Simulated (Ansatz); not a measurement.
# MgSiS3 (model cell, started as cubic perovskite with Si in the octahedra): following an unstable mode, part 2 of 3

Aim: this structure of MgSiS3 (model cell, started as cubic perovskite with Si in the octahedra) is to be tested for unstable modes, and one is followed downhill.

Ansatz 0.2.0; DFT LDA, scalar-relativistic, plane waves, PAW; PAW set soft_1.

So far, highest frequency on the path or at a solved wavevector (cm⁻¹): step 2 (response at finite wavevector) 432. Also lowest frequency on the path (cm⁻¹): step 2 -264.

The structure was built from a prototype and need not be the compound's stable phase.

### 3. The mode frozen in, largest atomic shift 0 Å

The mode followed lies at q = (-0.5, -0.5, -0.5) with frequency 237.6i cm⁻¹ and is 3-fold degenerate, one of the unstable modes though not the softest. At small amplitude the distorted cell has space group no. 167 by a symmetry search on the positions. The undistorted cell that holds it gives the zero of energy on the same k mesh.

System of this step: MgSiS3 (model cell, started as cubic perovskite with Si in the octahedra). It takes space group Pm-3m (No. 221, cubic). The conventional cell has a = 4.469 Å, b = 4.469 Å, c = 4.469 Å, α = 90.00°, β = 90.00°, γ = 90.00°. Mg has 12 S at 3.16 Å nearest. Nearest to Si lie 6 S at 2.23 Å. Nearest to S lie 2 Si at 2.23 Å and 4 Mg at 3.16 Å. Farther neighbours and most contacts between anions are not listed.

input.yaml

```yaml
crystal:
  lattice:
    - [4.4685187904, 4.4685187904, 0.0]
    - [4.4685187904, 0.0, 4.4685187904]
    - [4.4685187904, 0.0, -4.4685187904]
  atoms:
    - { symbol: Mg, position: [0.0, 0.0, 0.0] }
    - { symbol: Mg, position: [0.0, 0.5, 0.5] }
    - { symbol: Si, position: [0.5, 0.25, 0.75] }
    - { symbol: Si, position: [0.5, 0.75, 0.25] }
    - { symbol: S, position: [0.5, 0.0, 0.0] }
    - { symbol: S, position: [0.5, 0.5, 0.5] }
    - { symbol: S, position: [0.0, 0.5, 0.0] }
    - { symbol: S, position: [0.0, 0.0, 0.5] }
    - { symbol: S, position: [0.5, 0.0, 0.5] }
    - { symbol: S, position: [0.5, 0.5, 0.0] }
kpoints:
  mp_grid: { grid: [8, 8, 8] }
hamiltonian:
  xc: lda
  pseudopotentials: { kind: paw, azcp: { folder: soft_1 }, xc_functional: pbe }
scf:
  occupations: { method: methfessel_paxton, width: 0.2 }
output:
  forces: true
  stress: true
  eigenvalues: true
```

Run with:

```
$ ansatz run input.yaml --threads 4 --pin off --max-ram 16384MiB --backend cpu --events-out ev --progress --plain --runs-dir out
```

Numbers of over 12 decimals in the logs are rounded to 6 here.

Log:

```text
[...]
Crystal: 10 atoms, lattice volume = 178.452 Å³
Basis set: ecut = 420 eV, 3479 PW (Γ)
Bands: 42, of which v1, the nominal top of the filled ones, is band 32 counted from 1 (31 counted from 0)
Symmetry: 96 space group operations
[...]
k-points: 29 of 512
[...]
k-point 0: bands = [... 28 lower, 6.1165, 6.1165, 6.6338, 7.8758, 7.8758, 7.8758, 8.4776, 9.8517, ... 6 higher]
  k-point 1: bands = [... 28 lower, 6.1382, 6.1382, 6.8421, 7.6787, 7.6787, 7.7775, 8.8853, 9.6119, ... 6 higher]
  k-point 2: bands = [... 28 lower, 6.2581, 6.2581, 7.3372, 7.3372, 7.4139, 7.5166, 8.9666, 9.5266, ... 6 higher]
  k-point 28: bands = [... 28 lower, 5.5810, 5.5810, 6.7444, 6.7444, 8.7371, 8.7371, 9.1250, 9.1250, ... 6 higher]
[key lines of the parts left out:]
SCF converged after 8 iterations
Free energy (F): -10240.509408 eV
Fermi energy:    7.222673 eV
P = ⅓ Tr σ = 0.1070 GPa (1.070 kbar)
```

Run time: 3.4 s. Hardware: 4 threads of Arm Neoverse V1, shared host; peak memory 0.54 GiB.

This step gave:

* pressure: 0.1070 GPa
* energy from the undistorted cell: 0 meV/atom

The run ends at a pressure of 0.11 GPa.

### 4. The mode frozen in, largest atomic shift 0.6 Å

The atoms are moved along the unstable eigenvector, the largest shift by 0.6 Å, with the cell fixed.

input.yaml, the sections that differ from step 3:

```yaml
crystal:
  lattice:
    - [4.4685187904, 4.4685187904, 0.0]
    - [4.4685187904, 0.0, 4.4685187904]
    - [4.4685187904, 0.0, -4.4685187904]
  atoms:
    - { symbol: Mg, position: [0.0, 0.0, 0.0] }
    - { symbol: Mg, position: [0.0, 0.5, 0.5] }
    - { symbol: Si, position: [0.5, 0.25, 0.75] }
    - { symbol: Si, position: [0.5, 0.75, 0.25] }
    - { symbol: S, position: [0.4050548764, 0.0, 0.0] }
    - { symbol: S, position: [0.5949451236, 0.5, 0.5] }
    - { symbol: S, position: [0.0, 0.5949451236, 0.0] }
    - { symbol: S, position: [0.0, -0.0949451236, 0.5] }
    - { symbol: S, position: [0.4050548764, 0.0949451236, 0.5] }
    - { symbol: S, position: [0.5949451236, 0.4050548764, 0.0] }
# kpoints, hamiltonian, scf, output: as in step 3
```

Log:

```text
[...]
Crystal: 10 atoms, lattice volume = 178.452 Å³
Basis set: ecut = 420 eV, 3479 PW (Γ)
Bands: 42, of which v1, the nominal top of the filled ones, is band 32 counted from 1 (31 counted from 0)
Symmetry: 12 space group operations
[...]
k-points: 65 of 512
[...]
k-point 0: bands = [... 28 lower, 6.1980, 6.6504, 6.6504, 6.6934, 7.4727, 8.8547, 9.7616, 9.9698, ... 5 higher]
  k-point 1: bands = [... 28 lower, 6.1495, 6.1495, 6.6343, 6.6343, 7.8272, 8.8598, 9.8321, 10.0788, ... 5 higher]
  k-point 2: bands = [... 28 lower, 6.1217, 6.1217, 6.4303, 6.4303, 7.9278, 8.7452, 10.1374, 10.5502, ... 5 higher]
  k-point 64: bands = [... 28 lower, 5.3350, 5.6924, 6.1407, 6.2296, 8.1474, 8.5724, 9.7629, 10.1844, ... 5 higher]
[key lines of the parts left out:]
SCF converged after 7 iterations
Free energy (F): -10244.494546 eV
Fermi energy:    7.153022 eV
P = ⅓ Tr σ = -5.0949 GPa (-50.949 kbar)
```

Elapsed: 7 s, on 4 threads; peak memory 0.67 GiB.

Numbers from this step:

* pressure: -5.095 GPa
* gap on the k-mesh: 0.6666 eV
* energy from the undistorted cell: -398.5 meV/atom

The energy, extrapolated to zero smearing, is -398.53 meV/atom against the undistorted cell.

The run ends at a pressure of -5.09 GPa, with forces up to 0.80 eV/Å.

### 5. Energy along the mode, all amplitudes (two of the runs are shown above)

An imaginary frequency means negative curvature, so the energy should fall and then rise again as anharmonic terms take over.

This step gave:

```
depth at the lowest point sampled  : 398.5 meV/atom
largest atomic shift at that point : 0.6 Å
```

Table of energy from the parent by largest atomic shift:

```
largest atomic shift (Å)  energy from the parent (meV/atom)
                   0.000                                  0
                   0.040                              -3.10
                   0.080                              -12.3
                   0.140                              -36.9
                   0.220                              -89.3
                   0.320                               -175
                   0.450                               -294
                   0.600                               -399
```

Displacement at unit largest shift by atom:

```
atom   x (Å)   y (Å)   z (Å)   size
 Mg1   0.000   0.000   0.000  0.000
 Mg2   0.000   0.000   0.000  0.000
 Si3   0.000   0.000   0.000  0.000
 Si4   0.000   0.000   0.000  0.000
  S5  -0.707  -0.707   0.000  1.000
  S6   0.707   0.707   0.000  1.000
  S7   0.707   0.000   0.707  1.000
  S8  -0.707   0.000  -0.707  1.000
  S9   0.000  -0.707   0.707  1.000
 S10   0.000   0.707  -0.707  1.000
```

The lowest of the steps tried is the last one, at 0.6 Å, 399 meV/atom below the parent; the bottom of the well need not coincide with a step.

### 6. Relaxation from the frozen mode

Starting from the lowest point found, all atoms and the cell are let go, so that strain and other modes of the same symmetry can join in.

input.yaml, as its differences from that of step 4:

```diff
@@ -27 +27,10 @@
   eigenvalues: true
+  write_density: true
+  write_potential: true
+  elf: true
+  volumetric_format: npy
+relax:
+  adjacent_minimum: "off"
+  f_tol: 0.002
+  max_steps: 120
+  cell: { stress_tol: 0.03 }
```

Log:

```text
[...]
Crystal: 10 atoms, lattice volume = 178.452 Å³
Basis set: ecut = 420 eV, 3479 PW (Γ)
Bands: 42, of which v1, the nominal top of the filled ones, is band 32 counted from 1 (31 counted from 0)
Symmetry: 12 space group operations
[...]
k-points: 65 of 512
[...]
SCF iter   1: F=—  HF=-10245.276033 eV  |F-HF|=—  |Δ(HF+E_count)|=         —  Δρ=4.02e-2  dr2=2.79e0  ethr=3.10e-3  ⟨swp⟩=10.3  Hψ=15468  notcnv=0
[...]
SCF iter   7: F=-10244.494546 eV  HF=-10244.494546 eV  |F-HF|=1.90e-8  |Δ(HF+E_count)|=   2.80e-7  S|Δr|=    0.00e0  Δρ=5.81e-6  dr2=3.87e-8  ethr=1.56e-10  ⟨swp⟩=21.0  Hψ=28613  notcnv=0
[...]
SCF 1 converged in 7 iterations: F = -10244.494546 eV  dr2 = 3.87e-8
[...]
relax step   1: F+E_penalty+E_count = -10244.49454603 eV  Δ(F+E_penalty+E_count) = +0.000e0 eV  max|allowed force component| = 5.636e-1 eV/Å  Δτ_max = 0.0000 Å  P = -5.095 GPa  Ω = 178.452 Å³  (7 SCF iters, dr2 threshold 1.00e-7 eV, accepted)
Crystal: 10 atoms, lattice volume = 167.619 Å³
Basis set: ecut = 420 eV, 3287 PW (Γ)
[...]
SCF iter   6: F=-10244.924618 eV  HF=-10244.924619 eV  |F-HF|=6.47e-7  |Δ(HF+E_count)|=   1.58e-6  S|Δr|=    0.00e0  Δρ=2.18e-5  dr2=8.56e-7  ethr=1.56e-9  ⟨swp⟩=17.3  Hψ=28383  notcnv=0
SCF 2 converged in 6 iterations: F = -10244.924618 eV  dr2 = 8.56e-7
relax step   2: F+E_penalty+E_count = -10244.92461827 eV  Δ(F+E_penalty+E_count) = -4.301e-1 eV  max|allowed force component| = 2.060e-3 eV/Å  Δτ_max = 0.1173 Å  P = -0.480 GPa  Ω = 167.619 Å³  energy of the carried Pulay correction = +2.290e-3 eV  (6 SCF iters, dr2 threshold 1.00e-6 eV, accepted)
Crystal: 10 atoms, lattice volume = 168.021 Å³
[...]
SCF iter   5: F=-10244.966862 eV  HF=-10244.966862 eV  |F-HF|=1.05e-8  |Δ(HF+E_count)|=   2.34e-7  S|Δr|=    0.00e0  Δρ=5.96e-6  dr2=4.59e-8  ethr=1.56e-9  ⟨swp⟩=15.9  Hψ=23459  notcnv=0
SCF 3 converged in 5 iterations: F = -10244.966862 eV  dr2 = 4.59e-8
relax step   3: F+E_penalty+E_count = -10244.96686192 eV  Δ(F+E_penalty+E_count) = -4.224e-2 eV  max|allowed force component| = 2.458e-2 eV/Å  Δτ_max = 0.0028 Å  P = -0.256 GPa  Ω = 168.021 Å³  energy of the carried Pulay correction = +2.202e-3 eV  (5 SCF iters, dr2 threshold 1.00e-6 eV, accepted)
[...]
relax step   4: F+E_penalty+E_count = -10244.96774344 eV  Δ(F+E_penalty+E_count) = -8.815e-4 eV  max|allowed force component| = 3.137e-3 eV/Å  Δτ_max = 0.0038 Å  P = -0.110 GPa  Ω = 167.810 Å³  energy of the carried Pulay correction = +2.248e-3 eV  (3 SCF iters, dr2 threshold 2.60e-7 eV, accepted)
[...]
relax step   5: F+E_penalty+E_count = -10244.96786490 eV  Δ(F+E_penalty+E_count) = -1.215e-4 eV  max|allowed force component| = 7.332e-4 eV/Å  Δτ_max = 0.0004 Å  P = +0.008 GPa  Ω = 167.598 Å³  energy of the carried Pulay correction = +2.294e-3 eV  (4 SCF iters, dr2 threshold 3.37e-8 eV, accepted)
[...]
SCF iter   5: F=-10244.965737 eV  HF=-10244.965737 eV  |F-HF|=9.09e-12  |Δ(HF+E_count)|=  7.09e-11  S|Δr|=    0.00e0  Δρ=1.04e-7  dr2=1.68e-11  ethr=1.00e-12  ⟨swp⟩=11.8  Hψ=16591  notcnv=0
SCF 6 converged in 5 iterations: F = -10244.965737 eV  dr2 = 1.68e-11
relax step   6: F+E_penalty+E_count = -10244.96573673 eV  Δ(F+E_penalty+E_count) = +2.128e-3 eV  max|allowed force component| = 6.865e-4 eV/Å  Δτ_max = 0.0000 Å  P = +0.005 GPa  Ω = 167.598 Å³  stress off target by 7.19e-3 GPa  SCF on the basis re-selected at this cell (its energy is not comparable with the rows above)  (5 SCF iters)
basis re-selected at this cell: Δ(F+E_penalty+E_count) = +2.128e-3 eV, ΔP = -0.003 GPa vs the last step (what re-selecting the basis moved, of the pressure what is left beyond the Pulay correction that the steps carried, after the strain that the cell walked since its last selection, with what the two solves' SCF thresholds leave and, on support functions, any second-order correction that the steps lacked; it is no m [...]
SCF converged after 5 iterations
[...]
Free energy (F): -10244.965737 eV
[...]
Internal energy: -10244.966002 eV  (E = F + TS)
E sigma→0 (E₀):  -10244.965803 eV
Entropy (-TS):   0.000265 eV (0.027 meV/atom)
Fermi energy:    8.090254 eV
[...]
--- Forces (eV/Å), atoms counted from 1 ---
  atom   1  Mg    -0.00000000     0.00000000    -0.00000000
  atom   2  Mg     0.00000000     0.00000000     0.00000000
  atom   3  Si     0.00000000     0.00000000     0.00000000
  atom   4  Si    -0.00000000     0.00000000     0.00000000
  atom   5  S      0.00068651     0.00068651     0.00000000
  atom   6  S     -0.00068651    -0.00068651    -0.00000000
  atom   7  S     -0.00068651    -0.00000000    -0.00068651
  atom   8  S      0.00068651     0.00000000     0.00068651
  atom   9  S     -0.00000000     0.00068651    -0.00068651
  atom  10  S      0.00000000    -0.00068651     0.00068651
  max |Σ_I F_I| component: 7.26e-18 eV/Å
--- Stress (GPa, compression-positive) ---
        0.004670       0.002523       0.002523
        0.002523       0.004670      -0.002523
        0.002523      -0.002523       0.004670
  P = ⅓ Tr σ = 0.0047 GPa (0.047 kbar)
--- Band table (eV; the first three rows and the last of 65) ---
  k-point 0: bands = [... 28 lower, 7.0123, 7.1218, 7.1218, 7.7578, 8.5581, 9.9675, 11.0620, 11.0620, ... 6 higher]
  k-point 1: bands = [... 28 lower, 6.8121, 7.0750, 7.2883, 7.2883, 8.8658, 9.9355, 11.0666, 11.0666, ... 6 higher]
  k-point 2: bands = [... 28 lower, 6.7258, 6.7258, 7.0962, 7.0962, 8.8498, 9.7251, 11.2878, 11.3982, ... 6 higher]
  k-point 64: bands = [... 28 lower, 6.0658, 6.3253, 6.7431, 6.9926, 8.9658, 9.4346, 10.7125, 11.1601, ... 6 higher]
--- Relaxed structure (5 steps of the walk, 5 accepted, 1 SCFs on fresh bases) ---
  F+E_penalty+E_count = -10244.96573673 eV   max|allowed force component| = 6.865e-4 eV/Å   (the final SCF, on the basis selected at the relaxed cell)
  cell:  # Å, volume = 167.5982 Å³
    - [4.387243, 4.387243, 2.42861286636753e-17]
    - [4.387243, 0.0, 4.387243]
    - [4.364865, 0.022378, -4.364865]
  atoms:
    - { symbol: Mg, position: [-3.1056796354149844e-19, 1.5649713787833313e-19, 1.2616823518873444e-19] }
    - { symbol: Mg, position: [-4.734914175151539e-19, 0.5, 0.500000] }
    - { symbol: Si, position: [0.5, 0.250000, 0.750000] }
    - { symbol: Si, position: [0.500000, 0.750000, 0.250000] }
    - { symbol: S, position: [0.387604, 1.6435593579129314e-18, -1.6604987634287428e-18] }
    - { symbol: S, position: [0.612396, 0.5, 0.500000] }
    - { symbol: S, position: [-1.0842021724855044e-18, 0.612396, 0.0] }
    - { symbol: S, position: [0.0, -0.112396, 0.500000] }
    - { symbol: S, position: [0.387604, 0.112396, 0.5] }
    - { symbol: S, position: [0.612396, 0.387604, -1.1102230246251565e-16] }
```

Run time: 46 s. Hardware: 4 threads; peak memory 0.71 GiB; 3 min of CPU time.

Relaxation path:

```
step  energy less that of the first step (eV)  largest force component (eV/Å)  pressure (GPa)  volume (Å³)
   1                                   0.0000                          0.5636           -5.09       178.45
   2                                  -0.4301                          0.0021           -0.48       167.62
   3                                  -0.4723                          0.0246           -0.26       168.02
   4                                  -0.4732                          0.0031           -0.11       167.81
   5                                  -0.4733                          0.0007            0.01       167.60
  6*                                  -0.4712                          0.0007            0.00       167.60
```

Relaxation steps marked * repeat the geometry before them on a plane-wave basis chosen anew for their cell, so energy and pressure can jump there.

Forces are held to the 12 operations that the run works with; a distortion that breaks them can't arise in this run.

```
conventional cell, symmetrised  before   after  change
                         a (Å)   6.319   6.204  -1.8 %
                         b (Å)   6.319   6.204  -1.8 %
                         c (Å)  15.479  15.082  -2.6 %
              volume (Å³/atom)   17.85   16.76  -6.1 %
```

The atoms that moved most (Å, as changes of fractional coordinates times the final cell):

```
atom      dx      dy      dz  length
  S7   0.077   0.000   0.077   0.108
  S6   0.077   0.077   0.000   0.108
 S10   0.000   0.077  -0.077   0.108
  S8  -0.077   0.000  -0.077   0.108
  S5  -0.077  -0.077   0.000   0.108
  S9   0.000  -0.077   0.077   0.108
```

Numbers from this step:

```yaml
pressure: 0.004670 GPa
volume_per_atom: 16.76 Å³
gap_on_the_k_mesh: 0.7722 eV
```

Electrostatic potential energy in the ac plane of the conventional cell at fractional y = 0.000, with atoms of Mg and Si and S within 0.2 Å of it. With pseudopotentials it is smooth inside the atoms' cores, unlike the true potential.

Ten even steps from '_' (-37 eV) to '@' (12 eV), each cell a mean:
```
--::**%%##**##@@@@@@@@@@@@@@##==::
##%%%%++____..**@@@@@@@@@@@@@@%%##
@@@@@@**::..::**@@@@@@@@@@@@@@@@@@
@@@@@@@@%%%%%%@@@@@@@@@@@@@@@@@@@@
++##%%@@@@@@@@@@%%##++**%%@@@@%%**
__..**%%@@@@@@@@++__..__==%%%%--__
__::##@@@@@@@@@@**......++%%%%==..
##%%@@@@@@@@@@@@@@%%##%%@@@@@@%%%%
@@@@@@@@##**##%%@@@@@@@@@@@@@@@@@@
@@@@%%++____..**@@@@@@@@@@@@@@@@@@
++**%%**....::##@@@@@@@@@@@@@@##++
==::++%%%%%%%%@@@@@@@@@@@@@@##----
--::**%%@@@@@@@@@@@@%%****####==::
##%%@@@@@@@@@@@@@@%%--____::##%%##
@@@@@@@@@@@@@@@@@@%%==....==%%@@@@
@@@@@@@@@@@@@@@@@@@@@@%%%%@@@@@@@@
++##%%@@@@##++**%%@@@@@@@@@@@@%%**
__..**%%**....__::%%@@@@@@@@%%--__
__::##%%##::....==%%@@@@@@@@%%==..
##%%@@@@@@%%##%%@@@@@@@@@@@@@@%%%%
@@@@@@@@@@@@@@@@@@@@%%****%%@@@@@@
@@@@@@@@@@@@@@@@@@##--____--##@@@@
++**%%@@@@@@@@@@@@%%==....==####++
==::++%%@@@@@@@@@@@@@@%%%%%%##----
```
Columns run along a (6.2 Å; values clipped at the 3rd and 97th percentile), rows up along c (15.1 Å), edges of the conventional cell, whose origin can differ from the input's. Atoms in or near the plane, at fractional coordinates: Mg at (0.00, 0.75), Mg at (0.00, 0.25), Si at (0.00, 0.50), Si at (0.00, 0.00), S at (0.61, 0.75), S at (0.39, 0.25).

Valence density in the ac plane of the conventional cell at fractional y = 0.000, with atoms of Mg and Si and S within 0.2 Å of it. It is the smooth field of the valence electrons, not physical close to the nuclei.

Ten steps, logarithmic in the rise over the least value, from '_' (0 e/Å³) to '@' (17 e/Å³), each cell a mean:
```
..::::::------::..________....::..
..::::--==--==--::__________......
__..::--======--..________________
______..::::::......______________
::..__________..::------::..____..
@@##..________..--==--====::..==@@
%%**..________..--==--==--::..--%%
______________....::::::....______
____..::----::::..________________
__..::--======--..________________
..::::--======--..__________......
..::::::::::::..__________....::..
....::..__________..::------::::..
........________..::====--==--::..
________________..::--====--::..__
______________........::::::..____
::..__..::------::..____________..
@@##::::--==----==::..________==@@
%%**..::--==--==--::__________--%%
________..::::::::..______________
__________________..::----::..____
________________..::========--..__
........________..::========--::::
....::....________..::::::::::::..
```
Columns run along a (6.2 Å), rows up along c (15.1 Å), edges of the conventional cell, whose origin can differ from the input's. Atoms in or near the plane, at fractional coordinates: Mg at (0.00, 0.75), Mg at (0.00, 0.25), Si at (0.00, 0.50), Si at (0.00, 0.00), S at (0.61, 0.75), S at (0.39, 0.25).

ELF in the ac plane of the conventional cell at fractional y = 0.000, with atoms of Mg and Si and S within 0.2 Å of it. It is the smooth field of the valence electrons, not physical close to the nuclei.

Ten even steps from '0' (0.04) to '9' (0.89), each cell a mean:
```
35777887410011343
35885379720001233
02798678510000110
01478763122210000
00011102688875200
22000015852499312
22000015874699312
00123211478753100
01589874211000000
13796468620001111
46896589720001344
34666775211212443
34421000268877764
33321001598548864
01110000378679841
00000122124788620
00147888741011000
22179723773000012
22179845872000012
00025677621232100
00000011136899730
11110000488558851
34321000589658874
33432221147766653
```
Columns run along a (6.2 Å), rows up along c (15.1 Å), edges of the conventional cell, whose origin can differ from the input's. Atoms in or near the plane, at fractional coordinates: Mg at (0.00, 0.75), Mg at (0.00, 0.25), Si at (0.00, 0.50), Si at (0.00, 0.00), S at (0.61, 0.75), S at (0.39, 0.25).

The distorted start has space group R-3c; the relaxation ends in R-3c.

[end of part 2 of 3]

[Logs are printed without paths, hosts, clocks, repeated set-up lines and the standing remarks that a program may print on its own settings, such as how far it seeks lower states.]

[Hosts, paths, dates, database ids (printed as entryN), source tags and the programs' standing remarks are cut or masked in the printed files.]
